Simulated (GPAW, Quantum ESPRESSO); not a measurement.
## Core-hole calculation of the B K edge in BAs (F-43m)

Do two independent programs agree on the B K edge of BAs (F-43m)? The same cell and functional are run with XSpectra and with GPAW.

Calculated with Quantum ESPRESSO 7.5; core-hole supercells, plane-wave PAW PBE (first program; GPAW 26.7.0 follows as the second).

This is a report of a sequence of runs, with most program output left out.

### Step 1. The starting structure

The structure is cubic, space group F-43m (No. 216). Conventional cell: a = 4.777 Å, b = 4.777 Å, c = 4.777 Å, α = 90.00°, β = 90.00°, γ = 90.00°. As has 4 B at 2.07 Å nearest. B has 4 As at 2.07 Å nearest. Farther neighbours are not listed.

### Step 2. Ground state of the crystal (Quantum ESPRESSO)

The ground state comes first: it tells whether the system has a gap, which decides how the excited electron is treated.

Contents of scf.in:

```
&control
   calculation='scf', prefix='x', pseudo_dir='../pp', outdir='tmp', tprnfor=.true.
/
&system
   ibrav=0, nat=2, ntyp=2, nbnd=8
   ecutwfc=56, ecutrho=360
   occupations='smearing', smearing='mv', degauss=0.015
/
&electrons
   conv_thr=2.0e-08, electron_maxstep=120
   mixing_beta=0.5
/
ATOMIC_SPECIES
As 1.0 As.pbe-n-kjpaw.UPF
B3 1.0 B.pbe-n-kjpaw.UPF
CELL_PARAMETERS angstrom
  0.00000000 2.38850000 2.38850000
  2.38850000 0.00000000 2.38850000
  2.38850000 2.38850000 0.00000000
ATOMIC_POSITIONS crystal
As   0.75000000 0.75000000 0.75000000
B3   0.00000000 0.00000000 0.00000000
K_POINTS automatic
10 10 10 0 0 0
```

Contents of As.pbe-n-kjpaw.ld1.in:

```
&input
   title='As', zed=33., rel=1, iswitch=3, dft='PBE',
   config='[Ar] 4s2 4p3 3d10 4d-1'
/
&inputp
   file_pseudopw='As.pbe-n-kjpaw.UPF', author='',
   lpaw=.true.,
   pseudotype=3,
   lloc=2,
   which_augfun='PSQ',
   rmatch_augfun_nc=.true.,
   nlcc=.true.,
   new_core_ps=.true.,
   rcore=1.5,
   tm=.true.,
   lgipaw_reconstruction=.true., use_paw_as_gipaw=.true.
/
5
4S  1  0  2.00  0.00  1.60  1.80  0.0
4S  1  0  0.00  0.40  1.60  1.80  0.0
4P  2  1  3.00  0.00  1.60  2.00  0.0
4P  2  1  0.00  0.40  1.60  2.00  0.0
4D  3  2 -2.00  0.50  2.00  2.00  0.0
```

Contents of B.pbe-n-kjpaw.ld1.in:

```
&input
   title='B', zed=5., rel=1, iswitch=3, dft='PBE',
   config='[He] 2s2 2p1'
/
&inputp
   file_pseudopw='B.pbe-n-kjpaw.UPF', author='',
   lpaw=.true.,
   pseudotype=3,
   lloc=-1,
   rcloc=1.2,
   which_augfun='PSQ',
   rmatch_augfun_nc=.true.,
   nlcc=.true.,
   new_core_ps=.true.,
   rcore=0.9,
   tm=.true.,
   lgipaw_reconstruction=.true., use_paw_as_gipaw=.true.
/
4
2S  1  0  2.00  0.00  1.00  1.20  0.0
2S  1  0  0.00  3.00  1.00  1.20  0.0
2P  2  1  1.00  0.00  1.00  1.40  0.0
2P  2  1  0.00  1.50  1.00  1.40  0.0
```

Launch:

```
$ OMP_NUM_THREADS=1 mpirun --oversubscribe --bind-to none -np 4 pw.x -nk 4 -in scf.in > scf.out
```

Elapsed: 2.2 s, on 4 MPI ranks of Arm Neoverse V2, shared host; peak memory 0.06 GiB.

Absorbing atoms carry a label of their own (element plus a letter or digit), as the spectrum program needs them as separate species.

The mesh shows a gap of 1.17 eV, so the hole is first treated in a charged cell, without the excited electron.

### Step 3. Spectrum without a core hole, B atom 2 (Quantum ESPRESSO)

This cheap baseline ignores the attraction of the hole: it shows the absorber's empty states as they are in the ground state.

The absorber has 4 As at 2.07 Å (tetrahedral, site symmetry -43m).

Contents of xspectra.in:

```
&input_xspectra
   calculation='xanes_dipole', edge='K'
   prefix='x', outdir='tmp', xiabs=2, xe0=9.2276
   xonly_plot=.false., x_save_file='xanes.sav'
   xniter=3000, xcheck_conv=20, xerror=0.005
   xcoordcrys=.false., xepsilon(1)=1, xepsilon(2)=0, xepsilon(3)=0
/
&plot
   xnepoint=413, xemin=-10, xemax=45, terminator=.true., cut_occ_states=.true.
   xgamma=0.4
/
&pseudos
   filecore='../B.wfc'
/
&cut_occ
   cut_desmooth=0.1, cut_stepl=0.05, cut_stepu=0.05, cut_ierror=1e-5
/
8 8 8 0 0 0
```

Launch:

```
$ OMP_NUM_THREADS=1 mpirun --oversubscribe --bind-to none -np 4 xspectra.x -nk 4 -in xspectra.in > xspectra.out
```

It took 12 s on 4 MPI ranks; peak memory 0.08 GiB; 46 s of CPU time.

The B K spectrum, B atom 2, no core hole (energy from the lowest empty level; intensity scaled to a mean of 1 over the first 20 eV; the points at xe0, where the cut of filled states can leave a spike, are interpolated):

| E (eV) | intensity |
| --- | --- |
| -2.0 | 0.04 |
| -1.5 | 0.05 |
| -1.0 | 0.07 |
| -0.5 | 0.10 |
| 0.0 | 0.15 |
| 0.5 | 0.26 |
| 1.0 | 0.39 |
| 1.5 | 0.67 |
| 2.0 | 1.00 |
| 2.5 | 1.17 |
| 3.0 | 1.06 |
| 3.5 | 1.02 |
| 4.0 | 1.22 |
| 4.5 | 1.37 |
| 5.0 | 1.34 |
| 5.5 | 1.33 |
| 6.0 | 1.53 |
| 6.5 | 1.54 |
| 7.0 | 1.28 |
| 7.5 | 1.05 |
| 8.0 | 1.43 |
| 8.5 | 1.28 |
| 9.0 | 1.49 |
| 9.5 | 1.29 |
| 10.0 | 1.32 |
| 10.5 | 1.62 |
| 11.0 | 1.81 |
| 11.5 | 1.30 |
| 12.0 | 0.80 |
| 12.5 | 0.67 |
| 13.0 | 0.77 |
| 13.5 | 0.88 |
| 14.0 | 0.90 |
| 14.5 | 0.97 |
| 15.0 | 1.11 |
| 15.5 | 1.31 |
| 16.0 | 0.86 |
| 16.5 | 0.56 |
| 17.0 | 0.44 |
| 17.5 | 0.43 |
| 18.0 | 0.40 |
| 18.5 | 0.60 |
| 19.0 | 0.59 |
| 19.5 | 0.54 |
| 20.0 | 0.49 |
| 20.5 | 0.65 |
| 21.0 | 0.68 |
| 21.5 | 0.80 |
| 22.0 | 0.77 |
| 22.5 | 0.85 |
| 23.0 | 1.02 |
| 23.5 | 1.04 |
| 24.0 | 0.89 |
| 24.5 | 0.90 |
| 25.0 | 0.92 |
| 25.5 | 0.67 |
| 26.0 | 0.77 |
| 26.5 | 0.87 |
| 27.0 | 0.92 |
| 27.5 | 0.95 |
| 28.0 | 0.79 |
| 28.5 | 0.76 |
| 29.0 | 0.75 |
| 29.5 | 0.65 |
| 30.0 | 0.89 |
| 30.5 | 1.05 |
| 31.0 | 0.79 |
| 31.5 | 0.74 |
| 32.0 | 0.70 |

Main maxima below 24 eV (height): 2.8 eV (1.24), 4.8 eV (1.46), 6.2 eV (1.56), 8.1 eV (1.44), 9.2 eV (1.52), 11.0 eV (1.81) and 15.4 eV (1.33). A K edge sees empty p states on the absorber.

### Step 4. Another broadening

The final state's lifetime shortens with energy, so measured features broaden above the edge; the saved Lanczos coefficients are redrawn with a width that grows.

Contents of xspectra_plot.in:

```
&input_xspectra
   calculation='xanes_dipole', edge='K'
   prefix='x', outdir='tmp', xiabs=2, xe0=9.2276
   xonly_plot=.true., x_save_file='xanes.sav'
   xniter=3000, xcheck_conv=20, xerror=0.005
   xcoordcrys=.false., xepsilon(1)=1, xepsilon(2)=0, xepsilon(3)=0
/
&plot
   xnepoint=413, xemin=-10, xemax=45, terminator=.true., cut_occ_states=.true.
   gamma_mode='variable', gamma_energy(1)=4, gamma_energy(2)=25, gamma_value(1)=0.3, gamma_value(2)=2.5
/
&pseudos
   filecore='../B.wfc'
/
&cut_occ
   cut_desmooth=0.1, cut_stepl=0.05, cut_stepu=0.05, cut_ierror=1e-5
/
8 8 8 0 0 0
```

Launch:

```
$ OMP_NUM_THREADS=1 xspectra.x -in xspectra_plot.in > xspectra_plot.out
```

Run time: 4 s. Hardware: 1 MPI rank; peak memory 0.06 GiB.

With a Lorentzian half width 0.3 eV up to 4 eV, rising linearly to 2.5 eV at 25 eV (counted from xe0, 0.6 eV below the zero used here), the maxima are 2.8 eV (1.39), 4.6 eV (1.43), 6.2 eV (1.47), 9.0 eV (1.33), 10.5 eV (1.37) and 23.7 eV (0.80).

### Step 5. Supercell without a hole, the energy reference (Quantum ESPRESSO)

The photon energy needs a difference of total energies, so the cell and mesh of the coming hole run are first run without a hole.

Contents of scf.in:

```
&control
   calculation='scf', prefix='x', pseudo_dir='../pp', outdir='tmp', tprnfor=.true.
/
&system
   ibrav=0, nat=12, ntyp=2, nbnd=28
   ecutwfc=56, ecutrho=360
   occupations='fixed'
/
&electrons
   conv_thr=1.2e-07, electron_maxstep=120
   mixing_beta=0.5
/
ATOMIC_SPECIES
As 1.0 As.pbe-n-kjpaw.UPF
B 1.0 B.pbe-n-kjpaw.UPF
CELL_PARAMETERS angstrom
  -2.38850000 -2.38850000 -4.77700000
  -2.38850000 -2.38850000 4.77700000
  -2.38850000 4.77700000 2.38850000
ATOMIC_POSITIONS crystal
As   0.87500000 0.62500000 0.00000000
As   0.54166667 0.62500000 0.33333333
As   0.37500000 0.12500000 0.00000000
As   0.20833333 0.62500000 0.66666667
As   0.04166667 0.12500000 0.33333333
As   0.70833333 0.12500000 0.66666667
B    0.00000000 0.00000000 0.00000000
B    0.66666667 0.00000000 0.33333333
B    0.50000000 0.50000000 0.00000000
B    0.33333333 0.00000000 0.66666667
B    0.16666667 0.50000000 0.33333333
B    0.83333333 0.50000000 0.66666667
K_POINTS automatic
4 3 4 0 0 0
```

Launch:

```
$ OMP_NUM_THREADS=1 mpirun --oversubscribe --bind-to none -np 4 pw.x -nk 4 -in scf.in > scf.out
```

The job ended after 25 s (4 MPI ranks; peak memory 0.18 GiB; 1.7 min of CPU time).

Reference energy: -373203.575 eV with the cores included.

### Step 6. The atom with a core hole (Quantum ESPRESSO)

The final state has one core electron fewer, so a PAW data set is made for an atom with that hole.

Contents of B.pbe-n-kjpaw-1sch.ld1.in:

```
&input
   title='B', zed=5., rel=1, iswitch=3, dft='PBE',
   config='1s1 2s2 2p1'
/
&inputp
   file_pseudopw='B.pbe-n-kjpaw-1sch.UPF', author='',
   lpaw=.true.,
   pseudotype=3,
   lloc=-1,
   rcloc=1.2,
   which_augfun='PSQ',
   rmatch_augfun_nc=.true.,
   nlcc=.true.,
   new_core_ps=.true.,
   rcore=0.9,
   tm=.true.,
   zval=4,
   lgipaw_reconstruction=.true., use_paw_as_gipaw=.true.
/
4
2S  1  0  2.00  0.00  1.00  1.20  0.0
2S  1  0  0.00  3.00  1.00  1.20  0.0
2P  2  1  1.00  0.00  1.00  1.40  0.0
2P  2  1  0.00  1.50  1.00  1.40  0.0
```

Launch:

```
$ ld1.x < B.pbe-n-kjpaw-1sch.ld1.in > B.pbe-n-kjpaw-1sch.ld1.out
```

Elapsed: 0.61 s, on 1 MPI rank; peak memory 0.12 GiB.

### Step 7. Supercell with FCH, B atom 2 (Quantum ESPRESSO)

The holes are 5.9 Å apart. The excited electron is left out and a uniform background balances the charge.

Changes to scf.in since step 5:

```diff
@@ -4,5 +4,6 @@
 &system
-   ibrav=0, nat=12, ntyp=2, nbnd=28
+   ibrav=0, nat=12, ntyp=3, nbnd=28
    ecutwfc=56, ecutrho=360
    occupations='fixed'
+   tot_charge=1
 /
@@ -14,2 +15,3 @@
 As 1.0 As.pbe-n-kjpaw.UPF
+B0 1.0 B.pbe-n-kjpaw-1sch.UPF
 B 1.0 B.pbe-n-kjpaw.UPF
@@ -26,3 +28,3 @@
 As   0.70833333 0.12500000 0.66666667
-B    0.00000000 0.00000000 0.00000000
+B0   0.00000000 0.00000000 0.00000000
 B    0.66666667 0.00000000 0.33333333
```

Launch:

```
$ OMP_NUM_THREADS=1 mpirun --oversubscribe --bind-to none -np 4 pw.x -nk 4 -in scf.in > scf.out
```

The job ended after 30 s (4 MPI ranks; peak memory 0.19 GiB; 2 min of CPU time).

Energy with the hole: -373018.607 eV, cores included.

### Step 8. Spectrum with FCH, B atom 2 (Quantum ESPRESSO)

The Lanczos recursion gives the spectrum without computing empty bands; each polarisation needs a run of its own on the full k mesh. xe0 is set between filled and empty states, and states below it are cut. The file of filecore holds the core orbital, taken from the hole-free data set.

Changes to xspectra.in since step 3:

```diff
@@ -2,3 +2,3 @@
    calculation='xanes_dipole', edge='K'
-   prefix='x', outdir='tmp', xiabs=2, xe0=9.2276
+   prefix='x', outdir='tmp', xiabs=2, xe0=9.1581
    xonly_plot=.false., x_save_file='xanes.sav'
@@ -17,2 +17,2 @@
 /
-8 8 8 0 0 0
+5 4 5 0 0 0
```

xspectra_1.in, as its differences from xspectra.in of step 8:

```diff
@@ -5,3 +5,3 @@
    xniter=3000, xcheck_conv=20, xerror=0.005
-   xcoordcrys=.false., xepsilon(1)=1, xepsilon(2)=0, xepsilon(3)=0
+   xcoordcrys=.false., xepsilon(1)=0, xepsilon(2)=0, xepsilon(3)=1
 /
```

Launch:

```
$ OMP_NUM_THREADS=1 mpirun --oversubscribe --bind-to none -np 4 xspectra.x -nk 4 -in xspectra.in > xspectra.out
```

The job ended after 2.3 min (4 MPI ranks; peak memory 0.13 GiB).

The B K spectrum, B atom 2, full core hole (charged cell) (energy from the lowest empty level; intensity scaled to a mean of 1 over the first 20 eV; the points at xe0, where the cut of filled states can leave a spike, are interpolated):

| E (eV) | intensity |
| --- | --- |
| -2.0 | 0.09 |
| -1.5 | 0.11 |
| -1.0 | 0.17 |
| -0.5 | 0.28 |
| 0.0 | 0.56 |
| 0.5 | 1.12 |
| 1.0 | 1.72 |
| 1.5 | 1.98 |
| 2.0 | 2.01 |
| 2.5 | 1.78 |
| 3.0 | 1.85 |
| 3.5 | 1.90 |
| 4.0 | 1.74 |
| 4.5 | 1.63 |
| 5.0 | 1.39 |
| 5.5 | 1.35 |
| 6.0 | 1.28 |
| 6.5 | 1.14 |
| 7.0 | 1.21 |
| 7.5 | 1.18 |
| 8.0 | 0.98 |
| 8.5 | 0.92 |
| 9.0 | 1.00 |
| 9.5 | 1.04 |
| 10.0 | 1.18 |
| 10.5 | 1.07 |
| 11.0 | 0.79 |
| 11.5 | 0.53 |
| 12.0 | 0.45 |
| 12.5 | 0.48 |
| 13.0 | 0.65 |
| 13.5 | 0.75 |
| 14.0 | 0.70 |
| 14.5 | 0.83 |
| 15.0 | 0.87 |
| 15.5 | 0.63 |
| 16.0 | 0.41 |
| 16.5 | 0.30 |
| 17.0 | 0.29 |
| 17.5 | 0.37 |
| 18.0 | 0.41 |
| 18.5 | 0.43 |
| 19.0 | 0.43 |
| 19.5 | 0.47 |
| 20.0 | 0.61 |
| 20.5 | 0.72 |
| 21.0 | 0.76 |
| 21.5 | 0.81 |
| 22.0 | 0.79 |
| 22.5 | 0.83 |
| 23.0 | 0.83 |
| 23.5 | 0.72 |
| 24.0 | 0.68 |
| 24.5 | 0.71 |
| 25.0 | 0.69 |
| 25.5 | 0.60 |
| 26.0 | 0.63 |
| 26.5 | 0.69 |
| 27.0 | 0.71 |
| 27.5 | 0.67 |
| 28.0 | 0.61 |
| 28.5 | 0.55 |
| 29.0 | 0.50 |
| 29.5 | 0.57 |
| 30.0 | 0.71 |
| 30.5 | 0.79 |
| 31.0 | 0.63 |
| 31.5 | 0.47 |
| 32.0 | 0.40 |

Main maxima below 24 eV (height): 1.9 eV (2.03), 3.3 eV (1.94), 7.1 eV (1.22), 10.0 eV (1.19), 14.9 eV (0.88) and 22.7 eV (0.85). 

The hole costs E(hole) − E(ground) = 184.97 eV, and the lowest empty level of the hole cell lies at 9.84 eV, which puts the zero at 194.81 eV. One term is added: -5.59 eV, since the hole is spin-paired here and a spin-polarised one costs that much less in the free atom (computed apart). The photon energy is then 189.22 eV. The functional and the charged cell's background leave an error of a few eV in such absolute values.

### Step 9. Another broadening

Changes to xspectra_plot.in since step 4:

```diff
@@ -2,3 +2,3 @@
    calculation='xanes_dipole', edge='K'
-   prefix='x', outdir='tmp', xiabs=2, xe0=9.2276
+   prefix='x', outdir='tmp', xiabs=2, xe0=9.1581
    xonly_plot=.true., x_save_file='xanes.sav'
@@ -17,2 +17,2 @@
 /
-8 8 8 0 0 0
+5 4 5 0 0 0
```

Launch:

```
$ OMP_NUM_THREADS=1 xspectra.x -in xspectra_plot.in > xspectra_plot.out
```

It took 3.1 s on 1 MPI rank; peak memory 0.05 GiB.

With a Lorentzian half width 0.3 eV up to 4 eV, rising linearly to 2.5 eV at 25 eV (counted from xe0, 0.7 eV below the zero used here), the maxima are 1.9 eV (2.07), 3.3 eV (1.97), 14.0 eV (0.67) and 22.4 eV (0.65).

### Step 10. Supercell with XCH, B atom 2 (Quantum ESPRESSO)

The holes are 5.9 Å apart. The excited electron is kept in the cell, where it fills the lowest empty states and screens the hole.

Changed against the first core-hole run: core hole to XCH.

Changes to scf.in since step 7:

```diff
@@ -4,6 +4,5 @@
 &system
-   ibrav=0, nat=12, ntyp=3, nbnd=28
+   ibrav=0, nat=12, ntyp=3, nbnd=30
    ecutwfc=56, ecutrho=360
-   occupations='fixed'
-   tot_charge=1
+   occupations='smearing', smearing='gaussian', degauss=0.003
 /
```

Launch:

```
$ OMP_NUM_THREADS=1 mpirun --oversubscribe --bind-to none -np 4 pw.x -nk 4 -in scf.in > scf.out
```

Run time: 30 s. Hardware: 4 MPI ranks; peak memory 0.19 GiB; 2 min of CPU time.

Energy with the hole: -373008.605 eV, cores included.

### Step 11. Excitation energy, B atom 2 (Quantum ESPRESSO)

With the excited electron kept in the cell the system stays neutral, and the energy difference is an excitation energy by itself. In a small cell that electron takes up a good share of the lowest empty band, or all of one, which shifts the value from the true onset.

The total-energy difference is 194.97 eV. With the free-atom term of -5.59 eV for this edge, the photon energy is 189.38 eV.

### Step 12. Ground state of the crystal (GPAW)

The second program starts from its own ground state, on the same cell and functional.

Contents of scf.py:

```python
import numpy as np
from ase import Atoms
from ase.parallel import parprint, paropen
from gpaw import GPAW, PW, FermiDirac, Mixer, MixerDif, setup_paths
from gpaw.test import gen
setup_paths.insert(0, '.')
gen('B', name='nch1s', xcname='PBE', corehole=(1, 0, 0), write_xml=True)
from gpaw.mpi import world
world.barrier()

atoms = Atoms('AsB',
    cell=[[0, 2.3885, 2.3885],
     [2.3885, 0, 2.3885],
     [2.3885, 2.3885, 0]],
    scaled_positions=[[0.75, 0.75, 0.75],
     [0, 0, 0]],
    pbc=True)
atoms.calc = calc = GPAW(legacy_gpaw=True, mode=PW(500, force_complex_dtype=True), xc='PBE', setups={1: 'nch1s'},
    kpts={'size': (9, 9, 9), 'gamma': True}, occupations=FermiDirac(0.05),
    charge=0, mixer=Mixer(0.1, 5, 50), maxiter=150,
    convergence={'density': 0.0001, 'eigenstates': 1e-6}, txt='scf.txt')
energy = atoms.get_potential_energy() + calc.get_reference_energy()
ef = calc.get_fermi_level()
out = dict(energy=energy, fermi=ef, forces=atoms.get_forces().tolist())
parprint(f'all-electron energy {energy:.4f} eV, Fermi level {ef:.4f} eV')
ev = np.array([[calc.get_eigenvalues(k, s) for k in range(len(calc.get_ibz_k_points()))] for s in range(calc.get_number_of_spins())])
out['homo'], out['lumo'], out['counts'] = ev[ev < ef].max(), ev[ev > ef].min(), sorted(set((ev < ef).sum((0, 2)).tolist()))
out['filled'] = (ev[:, 0] < ef).sum(1).tolist()
import json
with paropen('out.json', 'w') as f:
    json.dump(out, f)
```

Launch:

```
$ OMP_NUM_THREADS=1 mpirun -n 4 gpaw python scf.py
```

The job ended after 2.9 s (4 MPI ranks; peak memory 0.16 GiB).

The mesh shows a gap of 1.23 eV, so the hole is first treated in a charged cell, without the excited electron.

(Part 1 of 2 ends here.)

[Logs are printed without paths, hosts, clocks, repeated set-up lines and the standing remarks that a program may print on its own settings, such as how far it seeks lower states.]

[Hosts, paths, dates, database ids (printed as entryN), source tags and the programs' standing remarks are cut or masked in the printed files.]

[Lists of maxima count a maximum above −3 eV only where it reaches 4 % of the highest in the window and stands out from its surroundings by 2 % of it (1.5 % where it reaches 55 %); shoulders and weaker maxima are passed over, and of the rest the first, up to two pre-edge ones and the few strongest are named.]
